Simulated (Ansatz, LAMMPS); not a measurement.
## Structural relaxation of a frame of liquid hydrogen fluoride from 293 K (108 atoms)

How does a frame of liquid hydrogen fluoride from 293 K (108 atoms) relax, and what do bonds, charges and levels look like afterwards?

Method: Kohn-Sham DFT, PBE, PAW (set soft_2), plane waves, in Ansatz 0.2.0.

Most raw output is cut from this account.

### Step 1. The starting structure

The cell holds 108 atoms: 54 F and 54 H. Its edges and angles: a = 12.108 Å, b = 12.108 Å, c = 12.108 Å, α = 90.0°, β = 90.0°, γ = 90.0°. 54 hydrogen fluoride placed at random, at 1.01 g/cm³; overlaps pushed apart, then 10 ps at 393 K with a harmonic two-site HF with charges of 0.5 e and a 12-6 site on F. Snapshot after 20 ps at 293 K and fixed volume.

What the set-up can't give: The starting topology of bonds comes from the classical model. The Brillouin zone is sampled at Γ only, in a cell whose shortest periodic width is 12 Å.

### Step 2. Making the structure

A classical potential supplies the starting structure, since it reaches far longer times than DFT.

This step: classical MD, a harmonic two-site HF with charges of 0.5 e and a 12-6 site on F (LAMMPS 22 Jul 2025 - Update 4).

Contents of in.lmp:

```
# liquid hydrogen fluoride
units real
atom_style full
boundary p p p
bond_style harmonic
angle_style harmonic
dihedral_style opls
improper_style harmonic
special_bonds lj 0 0 0.5 coul 0 0 0.75
read_data data.lmp
neigh_modify delay 0 every 1 check yes one 4000
comm_modify cutoff 12.0
timestep 0.5
thermo_style custom step time temp pe press density
thermo_modify norm yes
# push overlapping molecules apart
pair_style soft 2.6
pair_coeff * * 0.0
variable a equal ramp(1,60)
fix ad all adapt 1 pair soft a * * v_a
velocity all create 393 627396 mom yes dist gaussian
fix lim all nve/limit 0.03
fix lan all langevin 393 393 50 627397 zero yes
thermo 1000
run 3000 post no
unfix ad
pair_style lj/cut/coul/long 9.0
pair_modify mix arithmetic tail yes
pair_coeff 1 1 0.1200 2.8300   # F
pair_coeff 2 2 0.0000 1.0000   # H
kspace_style pppm 1.0e-4
thermo 100
minimize 1e-5 1e-3 300 3000
reset_timestep 0
# [... 14 lines left out ...]
compute msd all msd com yes
thermo 5000
fix md all nvt temp 293 293 100
run 20000 post no
print "== T293: mean square displacement over the hold $(c_msd[4]:%.2f) A^2"
unfix md
uncompute msd
write_dump all custom T293.dump id type xs ys zs modify sort id
```

Command:

```sh
$ lmp -in in.lmp -log none -nocite
```

Elapsed: 5.4 s, on 1 thread of AMD EPYC 9R45, shared host; peak memory 0.072 GiB.

The input also reads data.lmp (atoms, bonds and types; not printed here).

### Step 3. Single point at the start

The forces at the start show how far the geometry lies from a minimum of this functional.

Contents of input.yaml:

```yaml
crystal:
  lattice:
    - [12.10814, 0.0, 0.0]
    - [0.0, 12.10814, 0.0]
    - [0.0, 0.0, 12.10814]
  atoms:
    - { symbol: F, position: [0.00967, 0.41371, 0.78483] }
    - { symbol: H, position: [0.98448, 0.48492, 0.75587] }
    - { symbol: F, position: [0.542, 0.12234, 0.20367] }
    - { symbol: H, position: [0.61342, 0.1607, 0.20189] }
    - { symbol: F, position: [0.30342, 0.65368, 0.21382] }
    - { symbol: H, position: [0.36528, 0.64768, 0.16617] }
    - { symbol: F, position: [0.36211, 0.63352, 0.82533] }
    - { symbol: H, position: [0.30619, 0.65193, 0.87789] }
    - { symbol: F, position: [0.77832, 0.53911, 0.38466] }
    - { symbol: H, position: [0.71389, 0.50752, 0.35154] }
    - { symbol: F, position: [0.13114, 0.68083, 0.65271] }
    - { symbol: H, position: [0.16367, 0.7394, 0.60839] }
    - { symbol: F, position: [0.03372, 0.10472, 0.33066] }
    - { symbol: H, position: [0.05381, 0.0457, 0.27458] }
    - { symbol: F, position: [0.87622, 0.20671, 0.32385] }
    - { symbol: H, position: [0.94736, 0.17029, 0.32906] }
    - { symbol: F, position: [0.00193, 0.61281, 0.34411] }
    - { symbol: H, position: [0.05583, 0.55992, 0.36947] }
    - { symbol: F, position: [0.16914, 0.31845, 0.54802] }
    - { symbol: H, position: [0.12109, 0.25567, 0.56454] }
    - { symbol: F, position: [0.89871, 0.87235, 0.08034] }
    - { symbol: H, position: [0.89587, 0.80786, 0.11963] }
    - { symbol: F, position: [0.89559, 0.18536, 0.87304] }
    - { symbol: H, position: [0.92348, 0.12397, 0.91557] }
    - { symbol: F, position: [0.51721, 0.98017, 0.78925] }
    - { symbol: H, position: [0.52762, 0.03898, 0.73496] }
    - { symbol: F, position: [0.34791, 0.11844, 0.58418] }
    - { symbol: H, position: [0.39119, 0.1377, 0.522] }
    - { symbol: F, position: [0.57251, 0.08378, 0.6476] }
    - { symbol: H, position: [0.63678, 0.10239, 0.6062] }
    - { symbol: F, position: [0.1022, 0.96767, 0.22508] }
    - { symbol: H, position: [0.11957, 0.89087, 0.21991] }
    - { symbol: F, position: [0.4248, 0.29157, 0.00614] }
    - { symbol: H, position: [0.3828, 0.26027, 0.94522] }
    - { symbol: F, position: [0.96513, 0.58304, 0.72024] }
    - { symbol: H, position: [0.02549, 0.62881, 0.68746] }
    - { symbol: F, position: [0.87379, 0.8632, 0.55701] }
    - { symbol: H, position: [0.842, 0.79175, 0.54922] }
    - { symbol: F, position: [0.1263, 0.4824, 0.40552] }
    - { symbol: H, position: [0.16719, 0.42614, 0.44648] }
    - { symbol: F, position: [0.90816, 0.72572, 0.21974] }
    - { symbol: H, position: [0.94516, 0.6758, 0.26516] }
    - { symbol: F, position: [0.01106, 0.5517, 0.13654] }
    - { symbol: H, position: [0.97356, 0.4842, 0.14254] }
    - { symbol: F, position: [0.72596, 0.14918, 0.57963] }
    - { symbol: H, position: [0.77631, 0.20064, 0.61621] }
    - { symbol: F, position: [0.84, 0.25965, 0.68461] }
    - { symbol: H, position: [0.84476, 0.24945, 0.76222] }
    - { symbol: F, position: [0.77677, 0.70999, 0.88898] }
    - { symbol: H, position: [0.83676, 0.75908, 0.86184] }
    - { symbol: F, position: [0.02063, 0.22442, 0.07436] }
    - { symbol: H, position: [0.08886, 0.18093, 0.05516] }
    - { symbol: F, position: [0.51827, 0.5609, 0.74198] }
    - { symbol: H, position: [0.45306, 0.58495, 0.7759] }
    - { symbol: F, position: [0.20975, 0.69915, 0.92171] }
    - { symbol: H, position: [0.13419, 0.70222, 0.94975] }
    - { symbol: F, position: [0.6157, 0.47485, 0.28206] }
    - { symbol: H, position: [0.569, 0.4502, 0.22692] }
    - { symbol: F, position: [0.13168, 0.27343, 0.80118] }
    - { symbol: H, position: [0.08311, 0.33627, 0.7947] }
    - { symbol: F, position: [0.92707, 0.38757, 0.1171] }
    - { symbol: H, position: [0.95363, 0.3182, 0.09766] }
    - { symbol: F, position: [0.60908, 0.68529, 0.98255] }
    - { symbol: H, position: [0.6813, 0.69968, 0.9526] }
    - { symbol: F, position: [0.50609, 0.40359, 0.14065] }
    - { symbol: H, position: [0.46741, 0.35256, 0.09151] }
    - { symbol: F, position: [0.1579, 0.78891, 0.22014] }
    - { symbol: H, position: [0.20103, 0.72716, 0.20629] }
    - { symbol: F, position: [0.30943, 0.20675, 0.85595] }
    - { symbol: H, position: [0.23202, 0.21435, 0.8383] }
    - { symbol: F, position: [0.81876, 0.6986, 0.48614] }
    - { symbol: H, position: [0.80521, 0.63241, 0.44932] }
    - { symbol: F, position: [0.97314, 0.02677, 0.51642] }
    - { symbol: H, position: [0.92083, 0.96675, 0.52689] }
    - { symbol: F, position: [0.06888, 0.91252, 0.73628] }
    - { symbol: H, position: [0.1343, 0.95314, 0.71198] }
    - { symbol: F, position: [0.44847, 0.66925, 0.09037] }
    - { symbol: H, position: [0.51262, 0.66857, 0.04418] }
    [... 24 atom lines left out ...]
    - { symbol: F, position: [0.71732, 0.20694, 0.20657] }
    - { symbol: H, position: [0.77813, 0.21116, 0.25451] }
    - { symbol: F, position: [0.04584, 0.68694, 0.01841] }
    - { symbol: H, position: [0.02435, 0.62708, 0.06218] }
    - { symbol: F, position: [0.94694, 0.04107, 0.98341] }
    - { symbol: H, position: [0.93798, 0.97421, 0.02819] }
kpoints:
  mp_grid: { grid: [1, 1, 1] }
hamiltonian:
  xc: pbe
scf:
  occupations: { method: fixed }
output:
  forces: true
  stress: true
  populations: true
  dos:
    method: { smearing: { sigma: 0.15 } }
    de: 0.1
    projected: { site_lists: { F: [F], H: [H] } }
  eigenvalues: true
```

Command:

```sh
$ ansatz run input.yaml --threads 4 --pin off --max-ram 8192MiB --backend cpu --events-out ev --progress --plain --runs-dir out
```

Run time: 7 s. Hardware: 4 threads of AMD EPYC 9R45, shared host; peak memory 1.9 GiB; 26 s of CPU time.

Numbers from this run:

| Property | Result |
| --- | --- |
| free energy | -44519.3684 eV |
| free energy per atom | -412.2164 eV/atom |
| SCF cycles | 9 |
| pressure | 3.592 GPa |
| r.m.s. force component | 0.7921 eV/Å |
| longest force | 3.478 eV/Å |
| Fermi energy | -5.372 eV |
| gap (highest filled to lowest empty level) | 6.65 eV |
| spilling of the projection | 0.00682 |

The r.m.s. force component of 0.79 eV/Å and the pressure of 3.6 GPa set the starting point.

Length of the force by element:

```
element  coordination  atoms  mean length of the force (eV/Å)  spread  least  most
      F           all     54                             1.39   0.711  0.212  3.48
      H           all     54                            0.961   0.626  0.143  2.49
```

### Step 4. Relaxation

With the cell held, the atoms are moved downhill towards a nearby minimum.

input.yaml, the sections that differ from step 3:

```yaml
output:
  forces: true
relax:
  f_tol: 0.03
  max_steps: 200
# crystal, kpoints, hamiltonian, scf: as in step 3
```

Run time: 2.7 min. Hardware: 4 threads; peak memory 1.7 GiB.

The steps of the relaxation (22 of 53):

```
step  energy less that of the first step (eV)  largest force component (eV/Å)
   1                                   0.0000                          2.9066
   3                                  -6.0114                          1.1634
   6                                  -8.4736                          0.4266
   8                                  -9.0294                          0.2766
  11                                  -9.4752                          0.2019
  13                                  -9.6574                          0.1801
  16                                  -9.8480                          0.1990
  18                                  -9.9281                          0.3892
  21                                 -10.0238                          0.1766
  23                                 -10.0664                          0.1284
  26                                 -10.1037                          0.1409
  28                                 -10.1221                          0.1627
  31                                 -10.1485                          0.1356
  33                                 -10.1619                          0.1165
  36                                 -10.1722                          0.0726
  38                                 -10.1772                          0.1154
  41                                 -10.1834                          0.0596
  43                                 -10.1852                          0.2508
  46                                 -10.1878                          0.0198
  48                                 -10.1883                          0.0391
  51                                 -10.1893                          0.0415
  53                                 -10.1897                          0.0132
```

Relaxation step 47 was tried and not accepted.

The atoms that moved most (Å):

```
atom      dx      dy      dz  length
 F85  -1.615   0.705   2.060   2.711
 F71  -2.152   0.900  -1.003   2.539
 H40  -2.247  -0.671   0.003   2.345
 F69   0.982   2.083   0.254   2.317
 F23  -1.353  -1.557   0.961   2.275
 F39  -2.084  -0.863  -0.293   2.275
 H38  -1.830   0.809  -1.013   2.243
 H36   1.692  -0.398  -1.284   2.161
```

The relaxation changed the energy by -94.3 meV/atom, and atoms moved by 1.4 Å r.m.s., 2.7 Å at most.

### Step 5. Local order after relaxation

Density 1.01 g/cm³, 16.44 Å³ an atom.

Pair distribution functions g(r), in bins of 0.2 Å:

```
r (Å)  total   F-F    F-H   H-H
 0.90   6.90  0.00  13.75  0.00
 1.10   0.00  0.00   0.00  0.00
 1.30   0.00  0.00   0.00  0.00
 1.50   3.21  0.00   6.40  0.00
 1.70   0.00  0.00   0.00  0.00
 1.90   0.00  0.00   0.00  0.00
 2.10   1.52  0.00   0.00  6.08
 2.30   0.00  0.00   0.00  0.00
 2.50   1.11  4.45   0.00  0.00
 2.70   0.00  0.00   0.00  0.00
 2.90   0.38  0.05   0.74  0.00
 3.10   1.23  0.79   2.01  0.10
 3.30   1.50  1.52   1.93  0.62
 3.50   1.04  1.75   0.65  1.14
 3.70   0.76  0.84   0.47  1.26
 3.90   1.21  0.77   1.08  1.92
 4.10   1.60  1.75   1.42  1.85
 4.30   0.94  0.66   1.00  1.08
 4.50   0.88  0.58   1.04  0.87
 4.70   0.90  0.81   1.03  0.75
 4.90   1.07  0.94   1.15  1.06
 5.10   0.96  1.14   0.95  0.82
 5.30   1.05  1.19   1.04  0.91
 5.50   1.02  1.22   0.92  1.01
 5.70   0.91  0.97   0.78  1.12
 5.90   1.03  0.99   1.06  1.03
```

(Continued in part 2 of 2.)

[Logs are printed without paths, hosts, clocks, repeated set-up lines and the standing remarks that a program may print on its own settings, such as how far it seeks lower states.]

[Hosts, paths, dates, database ids (printed as entryN), source tags and the programs' standing remarks are cut or masked in the printed files.]
